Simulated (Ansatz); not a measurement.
# How AlP(110) slab, H on both faces changes with atomic planes

How do forces, levels, charges and cost change as the structure grows and the share of atoms at its surface or edge shifts?

Computed with Ansatz 0.2.0: Kohn-Sham DFT, PBE, PAW (set soft_2). Every run is a single point, with the atoms held where the recipe put them (cutoff of the plane-wave runs 420 eV, gaussian smearing of 0.025 eV).

First member: zinc-blende AlP (a = 5.463 Å), (110) slab of 2 atomic planes, 6 x 4 surface cells, H on the broken bonds of both faces, 12 Å of vacuum; displaced by a Gaussian of 0.02 Å.

Last member: zinc-blende AlP (a = 5.463 Å), (110) slab of 4 atomic planes, 6 x 4 surface cells, H on the broken bonds of both faces, 12 Å of vacuum; displaced by a Gaussian of 0.02 Å.

The members:

| atomic planes | reduced formula | atoms | valence electrons | k-mesh | basis |
| --- | --- | --- | --- | --- | --- |
| 2 | AlPH2 | 192 | 480 | 1×1×1 | plane waves |
| 3 | Al3P3H4 | 240 | 672 | 1×1×1 | plane waves |
| 4 | AlPH | 288 | 864 | 1×1×1 | support functions |

The input of the first member, without its atom lines; other members have their own cell and atoms, and may differ in mesh, basis and outputs:

```yaml
crystal:
  lattice:
    - [23.17755, 0.0, 0.0]
    - [0.0, 21.852, 0.0]
    - [0.0, 0.0, 16.51159]
  atoms:
    [... 192 lines ...]
kpoints:
  mp_grid: { grid: [1, 1, 1] }
hamiltonian:
  xc: pbe
scf:
  occupations: { method: gaussian, width: 0.025 }
output:
  forces: true
  populations: true
  dos:
    method: { smearing: { sigma: 0.08 } }
    de: 0.1
    projected: { site_lists: { Al: [Al], H: [H], P: [P] } }
  eigenvalues: true
  write_density: true
  write_potential: true
  volumetric_format: npy
```

Q: What do these runs give, and what do they cost?

Results; charges are mean Löwdin charges in e:

| atomic planes | r.m.s. force (eV/Å) | gap (eV) | q(P) | q(Al) | q(H) |
| --- | --- | --- | --- | --- | --- |
| 2 | 0.393 | 3.26 | -0.17 | +0.41 | -0.06 |
| 3 | 0.397 | 2.59 | -0.22 | +0.41 | -0.06 |
| 4 | 0.379 | 2.30 | - | - | - |

The gap is that between the highest filled and lowest empty Kohn-Sham level on the run's k-points; surface or edge levels can set it, and semilocal functionals tend to put gaps under measured ones. The projection misses up to 0.032 e an atom, so the charges add up to more than the cell's charge. Löwdin charges hang on the projection basis and can even invert the polarity of covalent bonds. Each mean runs over all atoms of an element, whatever their surroundings.

Bonds in each cell, which the recipe sets and DFT didn't move; cutoffs follow each cell's own g(r) within set bounds (mean length in Å, and neighbours of the second kind about the first):

| atomic planes | Al-P length | Al-P count | Al-H length | Al-H count |
| --- | --- | --- | --- | --- |
| 2 | 2.367 | 3.00 | 1.577 | 1.00 |
| 3 | 2.364 | 3.33 | 1.585 | 0.67 |
| 4 | 2.366 | 3.50 | 1.586 | 0.50 |

Cost on 8 threads of Arm Neoverse V2, shared host:

| atomic planes | atoms | basis | k-mesh | SCF cycles | time | host memory (GiB) | Δ force from the first basis (meV/Å) |
| --- | --- | --- | --- | --- | --- | --- | --- |
| 2 | 192 | plane waves | 1×1×1 | 8 | 80 s | 9.5 | - |
| 2 | 192 | support functions | 1×1×1 | 14 | 1.8 min | 7.5 | 2.0 |
| 3 | 240 | plane waves | 1×1×1 | 9 | 2.4 min | 12 | - |
| 3 | 240 | support functions | 1×1×1 | 15 | 2.3 min | 7.7 | 1.7 |
| 4 | 288 | support functions | 1×1×1 | 15 | 2.5 min | 8.5 | - |

Times include the outputs that each run asked for, on hosts shared with other jobs.

What the series shows: The gap goes steadily from 3.26 eV at 2 to 2.3 eV at 4 planes. Support functions take 0.99 to 1.3 times the wall time of plane waves (the times hold unlike extra outputs; shared hosts, so rough). The composition changes with the cut, as the formulas show, and that bears on charges and levels too.

Caveats: Beside vacuum, support functions can miss their usual error bounds without a warning. Caps of real hydrogen don't mimic the fractional bonds of a polar compound, so surface states and strained caps may belong to the model. The random displacements of the recipe add to the forces of every member.

[Logs are printed without paths, hosts, clocks, repeated set-up lines and the standing remarks that a program may print on its own settings, such as how far it seeks lower states.]

[Hosts, paths, dates, database ids (printed as entryN), source tags and the programs' standing remarks are cut or masked in the printed files.]
